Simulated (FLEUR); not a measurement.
# free Fe(110) film, 1 layer: parallel and opposed starts, part 2 of 2

Does free Fe(110) film, 1 layer prefer parallel or opposed moments?

FLEUR MaX-R8.1; PBE; all-electron FLAPW film, Dirac cores, scalar-relativistic bands.

So far, largest spin moment in the muffin-tin sphere (μB): step 2 (run 1 (ferro +)) 2.87; step 3 (order 2, typed as antiferro q=(1/2,1/2,0) +-) 2.69.

## 4. Start 3: no spin polarisation

Without spin polarisation no moment can form, so the difference from the other runs is what forming moments gains.

The k list default-1 (kpts.xml, not shown) is a Γ-centred 16×16×1 mesh.

inp.xml

```
<?xml version="1.0" encoding="UTF-8" standalone="no"?>
<fleurInput fleurInputVersion="0.39">
   <comment>
      Fe
   </comment>
   <calculationSetup>
      <cutoffs Kmax="3.68" Gmax="11.0" GmaxXC="11.0" numbands="0"/>
      <scfLoop itmax="120" minDistance="0.00002" maxIterBroyd="15" imix="Anderson" alpha="0.03" precondParam="0.0" spinf="2.0" sdNocoIR="T"/>
      <coreElectrons ctail="T" frcor="F" kcrel="1" coretail_lmax="0"/>
      <xcFunctional name="pbe" relativisticCorrections="F"/>
      <magnetism jspins="1"/>
      <soc l_soc="F" theta="0.0" phi="0.0" spav="F"/>
      <expertModes spex="0" secvar="F"/>
      <geometryOptimization l_f="F" forcealpha="1.0" forcemix="BFGS" epsdisp="0.00001" epsforce="0.00001"/>
      <ldaU l_linMix="F" mixParam="0.05" spinf="1.0"/>
   </calculationSetup>
   <cell>
      <bzIntegration valenceElectrons="16.0" mode="hist" fermiSmearingEnergy="0.00183747">
         <kPointListSelection listName="default-1"/>
         <xi:include xmlns:xi="http://www.w3.org/2001/XInclude" href="kpts.xml"> </xi:include>
      </bzIntegration>
      <xi:include xmlns:xi="http://www.w3.org/2001/XInclude" href="sym.xml"> </xi:include>
      <filmLattice scale="1.0" dVac="5.26" dTilda="7.76">
         <bravaisMatrixFilm>
            <row-1>    2.7079775365518000    -3.8296584928783730</row-1>
            <row-2>    2.7079775365518000     3.8296584928783730</row-2>
         </bravaisMatrixFilm>
         <vacuumEnergyParameters vacuum="1" spinUp="-.25" spinDown="-.25"/>
      </filmLattice>
   </cell>
   <atomSpecies>
      <species name="Iron (Fe)" element="Fe" atomicNumber="26">
         <mtSphere radius="2.23" gridPoints="737" logIncrement="0.016"/>
         <atomicCutoffs lmax="8" lnonsphr="6"/>
         <electronConfig flipSpins="F">
            <coreConfig>(1s1/2) (2s1/2) (2p1/2) (2p3/2)</coreConfig>
            <valenceConfig>(3s1/2) (3p1/2) (3p3/2) (4s1/2) (3d3/2) (3d5/2)</valenceConfig>
            <stateOccupation state="(3d3/2)" spinUp="1.200000" spinDown="1.200000"/>
            <stateOccupation state="(3d5/2)" spinUp="1.800000" spinDown="1.800000"/>
         </electronConfig>
         <energyParameters s="4" p="4" d="3" f="4"/>
         <lo type="SCLO" l="0" n="3" eDeriv="0"/>
         <lo type="SCLO" l="1" n="3" eDeriv="0"/>
      </species>
   </atomSpecies>
   <atomGroups>
      <atomGroup species="Iron (Fe)">
         <filmPos label="                   1">.0000000000 .0000000000 .0000000000</filmPos>
         <force calculate="T" relaxXYZ="TTT"/>
      </atomGroup>
   </atomGroups>
   <output dos="F" band="F" slice="F">
      <bandDOS minEnergy="-.5*Htr" maxEnergy="0.5*Htr" sigma="0.015" storeEVData="T"/>
      <plotting iplot="0" polar="F">
         <plot TwoD="T" vec1="  1.0  0.0  0.0" vec2="  0.0  1.0  0.0" vec3="  0.0  0.0  1.0" zero="  0.0  0.0 -0.5" file="plot"/>
      </plotting>
      <moessbauerParams electricFieldGradient="F" isomerShift="T" coreHyperfine="T" valenceHyperfine="T"/>
   </output>
</fleurInput>
```

crystal.txt

```
Fe
&input film=T cartesian=F /
1.43300000000  -2.02656800000  0.00000000000
1.43300000000  2.02656800000  0.00000000000
0.00000000000  0.00000000000  1.00000000000
1.8897261246
1.0 1.0 1.0

1
26 0.00000000000  0.00000000000  0.00000000000

&kpt div1=16 div2=16 div3=1 gamma=T /
```

Started as:

```console
$ OMP_NUM_THREADS=1 inpgen -f crystal.txt > inpgen.log  # inp.xml is then edited as shown
$ OMP_NUM_THREADS=1 mpirun -n 4 fleur_MPI > fleur.log
```

The program printed:

```text
[banner, memory and clock lines left out]
Welcome to FLEUR        (www.flapw.de)
      MaX-Release 8.1          (www.max-centre.eu)

 ========== k-point set info ==========
 Selected k-point list: default-1
 k-point list type: mesh
 0 x 0 x 0
 Number of k points: 76

 [... set-up left out ...]
 Iteration:     1   Distance:      13.72470512 me/bohr^3
 Iteration:     2   Distance:      11.52056941 me/bohr^3
 Iteration:     3   Distance:       7.73427153 me/bohr^3
 Iteration:     4   Distance:       6.31832271 me/bohr^3
 Iteration:     5   Distance:       5.11353850 me/bohr^3
[...]
<FermiEnergy value="-0.1953175945" units="Htr"/>
         [... left out ...]
         <totalEnergy value="    -1272.7024044635" units="Htr">
            <sumOfEigenvalues value="     -749.2889888604">
               <coreElectrons value="-727.8081067146"/>
               <valenceElectrons value="-21.4808821458"/>
            </sumOfEigenvalues>
         [... left out ...]
            <freeEnergy value="-1272.7039787404"/>
            <extrapolationTo0K value="-1272.7031916019"/>
         </totalEnergy>
         <densityConvergence units="me/bohr^3">
            <chargeDensity spin="1" distance="0.0000064745"/>
         </densityConvergence>
      </iteration>
```

Elapsed: 19 s, on 4 MPI ranks of Arm Neoverse N1, shared host; peak memory 0.19 GiB; 71 s of CPU time.

This step gave:

- free energy: -34632.0395 eV
- program's band gap on this mesh (in a metal only a level spacing): 0.006546 eV
- final state: non-magnetic (no spin polarisation)

It lies 984 meV a seeded atom over the first start.

## 5. Ranking

Free energies are divided by the number of seeded atoms, so that cells of unlike size compare. Wavevectors q in the names are fractions of the primitive cell's reciprocal vectors.

Orders:

```csv
start,final state,typed order kept,energy over the lowest (meV a seeded atom),largest sphere moment (μB),net moment (μB a primitive cell),mesh matched,CPU time (s)
ferro +,ferromagnetic,yes,0,2.872,2.912,yes,121
"antiferro q=(1/2,1/2,0) +-",antiferromagnetic,yes,296.7,2.694,0,yes,545.9
no spin polarisation,non-magnetic,-,983.7,0,0,yes,71.24
```

## 6. Spin–orbit coupling, moments along z

Spin–orbit coupling ties the spins to the lattice and lets orbital moments form.

A new self-consistent run of the start ferro +, with the moments along z.

inp.xml

```
<?xml version="1.0" encoding="UTF-8" standalone="no"?>
<fleurInput fleurInputVersion="0.39">
   <comment>
      Fe
   </comment>
   <calculationSetup>
      <cutoffs Kmax="3.68" Gmax="11.0" GmaxXC="11.0" numbands="36"/>
      <scfLoop itmax="120" minDistance="0.00002" maxIterBroyd="15" imix="Anderson" alpha="0.03" precondParam="0.0" spinf="2.0" sdNocoIR="T"/>
      <coreElectrons ctail="T" frcor="F" kcrel="1" coretail_lmax="0"/>
      <xcFunctional name="pbe" relativisticCorrections="F"/>
      <magnetism jspins="2"/>
      <soc l_soc="T" theta="0.0" phi="0.0" spav="F"/>
      <expertModes spex="0" secvar="F"/>
      <geometryOptimization l_f="F" forcealpha="1.0" forcemix="BFGS" epsdisp="0.00001" epsforce="0.00001"/>
      <ldaU l_linMix="F" mixParam="0.05" spinf="1.0"/>
   </calculationSetup>
   <cell>
      <bzIntegration valenceElectrons="16.0" mode="hist" fermiSmearingEnergy="0.00183747">
         <kPointListSelection listName="default-1"/>
         <xi:include xmlns:xi="http://www.w3.org/2001/XInclude" href="kpts.xml"> </xi:include>
      </bzIntegration>
      <xi:include xmlns:xi="http://www.w3.org/2001/XInclude" href="sym.xml"> </xi:include>
      <filmLattice scale="1.0" dVac="5.26" dTilda="7.76">
         <bravaisMatrixFilm>
            <row-1>    2.7079775365518000    -3.8296584928783730</row-1>
            <row-2>    2.7079775365518000     3.8296584928783730</row-2>
         </bravaisMatrixFilm>
         <vacuumEnergyParameters vacuum="1" spinUp="-.25" spinDown="-.25"/>
      </filmLattice>
   </cell>
   <atomSpecies>
      <species name="Iron (Fe) 2.800" element="Fe" atomicNumber="26">
         <mtSphere radius="2.23" gridPoints="737" logIncrement="0.016"/>
         <atomicCutoffs lmax="8" lnonsphr="6"/>
         <electronConfig flipSpins="F">
            <coreConfig>(1s1/2) (2s1/2) (2p1/2) (2p3/2)</coreConfig>
            <valenceConfig>(3s1/2) (3p1/2) (3p3/2) (4s1/2) (3d3/2) (3d5/2)</valenceConfig>
            <stateOccupation state="(3d3/2)" spinUp="1.4" spinDown="1.0"/>
            <stateOccupation state="(3d5/2)" spinUp="3.0" spinDown="0.6"/>
         </electronConfig>
         <energyParameters s="4" p="4" d="3" f="4"/>
         <lo type="SCLO" l="0" n="3" eDeriv="0"/>
         <lo type="SCLO" l="1" n="3" eDeriv="0"/>
      </species>
   </atomSpecies>
   <atomGroups>
      <atomGroup species="Iron (Fe) 2.800">
         <filmPos label="                   1">.0000000000 .0000000000 .0000000000</filmPos>
         <force calculate="T" relaxXYZ="TTT"/>
      </atomGroup>
   </atomGroups>
   <output dos="F" band="F" slice="F">
      <bandDOS minEnergy="-.5*Htr" maxEnergy="0.5*Htr" sigma="0.015" storeEVData="T"/>
      <plotting iplot="0" polar="F">
         <plot TwoD="T" vec1="  1.0  0.0  0.0" vec2="  0.0  1.0  0.0" vec3="  0.0  0.0  1.0" zero="  0.0  0.0 -0.5" file="plot"/>
      </plotting>
      <moessbauerParams electricFieldGradient="F" isomerShift="T" coreHyperfine="T" valenceHyperfine="T"/>
   </output>
</fleurInput>
```

crystal.txt

```
Fe
&input film=T cartesian=F /
1.43300000000  -2.02656800000  0.00000000000
1.43300000000  2.02656800000  0.00000000000
0.00000000000  0.00000000000  1.00000000000
1.8897261246
1.0 1.0 1.0

1
26 0.00000000000  0.00000000000  0.00000000000 : 2.800

&soc 0.0000000 0.0000000 /
&kpt div1=16 div2=16 div3=1 gamma=T /
```

The program printed:

```text
[banner, memory and clock lines left out]
Welcome to FLEUR        (www.flapw.de)
      MaX-Release 8.1          (www.max-centre.eu)

 ========== k-point set info ==========
 Selected k-point list: default-1
 k-point list type: mesh
 0 x 0 x 0
 Number of k points: 132

 [... set-up left out ...]
 Iteration:     1   Distance:      13.87411521 me/bohr^3
 Iteration:     2   Distance:      12.76918389 me/bohr^3
 Iteration:     3   Distance:       8.80003733 me/bohr^3
 Iteration:     4   Distance:       8.02769634 me/bohr^3
 Iteration:     5   Distance:       2.60584637 me/bohr^3
 Iteration:     6   Distance:       2.52800794 me/bohr^3
 Iteration:     7   Distance:       1.73575922 me/bohr^3
 Iteration:     8   Distance:       1.07932311 me/bohr^3
 Iteration:     9   Distance:       0.51578871 me/bohr^3
 Iteration:    10   Distance:       0.14718890 me/bohr^3
 Iteration:    11   Distance:       0.14420504 me/bohr^3
 Iteration:    12   Distance:       0.05713310 me/bohr^3
 Iteration:    13   Distance:       0.06753708 me/bohr^3
 Iteration:    14   Distance:       0.01413415 me/bohr^3
[... lines left out ...]
 Iteration:    18   Distance:       0.00273073 me/bohr^3
 Iteration:    19   Distance:       0.00155478 me/bohr^3
 Iteration:    20   Distance:       0.00055334 me/bohr^3
 Iteration:    21   Distance:       0.00027655 me/bohr^3
 Iteration:    22   Distance:       0.00008858 me/bohr^3
 Iteration:    23   Distance:       0.00005108 me/bohr^3
 Iteration:    24   Distance:       0.00001090 me/bohr^3

 ********************************************************************
 Run finished successfully
 Stop message:
   all done
 ********************************************************************

--- out.xml (last complete iteration) ---
<iteration numberForCurrentRun="   24" overallNumber="   24">
         [... left out ...]
         <bandgap value="0.0000000000" units="eV"/>
         <sumValenceSingleParticleEnergies value="-21.2152572164" units="Htr"/>
         <FermiEnergy value="-0.1629465053" units="Htr"/>
         [... left out ...]
         <magneticMomentsInMTSpheres units="muBohr">
            <globalMagMoment atomType="1" vec="0.00000   0.00000   2.86820"/>
         </magneticMomentsInMTSpheres>
         <orbitalMomentsInMTSpheres units="muBohr">
            <globalMagMoment atomType="1" vec="0.00000   0.00000   0.07011"/>
         </orbitalMomentsInMTSpheres>
         [... left out ...]
         <totalEnergy value="    -1272.7402676593" units="Htr">
            <sumOfEigenvalues value="     -748.7004968982">
               <coreElectrons value="-727.4852396818"/>
               <valenceElectrons value="-21.2152572164"/>
            </sumOfEigenvalues>
         [... left out ...]
            <freeEnergy value="-1272.7406846791"/>
            <extrapolationTo0K value="-1272.7404761692"/>
         </totalEnergy>
         <densityConvergence units="me/bohr^3">
            <chargeDensity spin="1" distance="0.0000062483"/>
            <chargeDensity spin="2" distance="0.0000073255"/>
            <overallChargeDensity distance="0.0000081650"/>
            <spinDensity distance="0.0000108968"/>
         </densityConvergence>
      </iteration>
```

Elapsed: 61 s, on 4 MPI ranks; peak memory 0.32 GiB.

Read from the output:

| Quantity | Value |
| --- | --- |
| free energy | -34633.0384 eV |
| program's band gap on this mesh (in a metal only a level spacing) | 0 eV |
| magnetization | 2.909 μB |
| final state | ferromagnetic |
| largest moment | 2.868 μB |
| orbital moment along the spin | 0.07011 μB |

Orbital moment in the sphere, along the spin axis by atom:

```
atom  orbital moment in the sphere, along the spin axis (μB)
 Fe1                                                  0.0701
```

Fields along z, the direction of positive moments; semicore shells count as valence. Hyperfine fields at the nuclei:

```csv
atom,core contact (T),valence contact (T),dipolar (T),orbital (T),sum (T),density at the nucleus (e/bohr³)
Fe1,-67.78,52.52,7.198,3.949,-4.112,15154
```

## 7. Results

```yaml
lowest_state_found: ferromagnetic (typed ferro +)
largest_site_spin_moment: 2.87 μB
next_finished_state: antiferromagnetic, 297 meV a seeded atom higher
energy_gained_by_spin_polarisation: 984 meV a seeded atom
hyperfine_field_at_fe1_along_its_moment: -4.11 T
orbital_moment_on_the_atom_of_largest_spin_along_its_spin_spin_orbit_run: 0.0701 μB
```

The lowest state found is ferromagnetic, reached from the start ferro +, with moments up to 2.87 μB. The next finished state costs 297 meV a seeded atom. At Fe1 the core shells give -67.8 T and the valence and semicore s states 52.5 T along the moment, -5.32 T per μB together; orbital and dipolar parts add 11 T. Semilocal functionals tend to give too weak a core polarisation. The orbital moment is parallel to the spin. This is the lowest of 3 finished starts, no proof of the ground state.

[Logs and program files are shortened in this print: banners, set-up blocks, solver, clock and traceback lines can be left out without a mark of their own.]

[Logs are printed without paths, hosts, clocks, repeated set-up lines and the standing remarks that a program may print on its own settings, such as how far it seeks lower states.]

[Hosts, paths, dates, database ids (printed as entryN), source tags and the programs' standing remarks are cut or masked in the printed files.]

[Where a cell is said to come from a database of computed structures, the database is the Materials Project.]
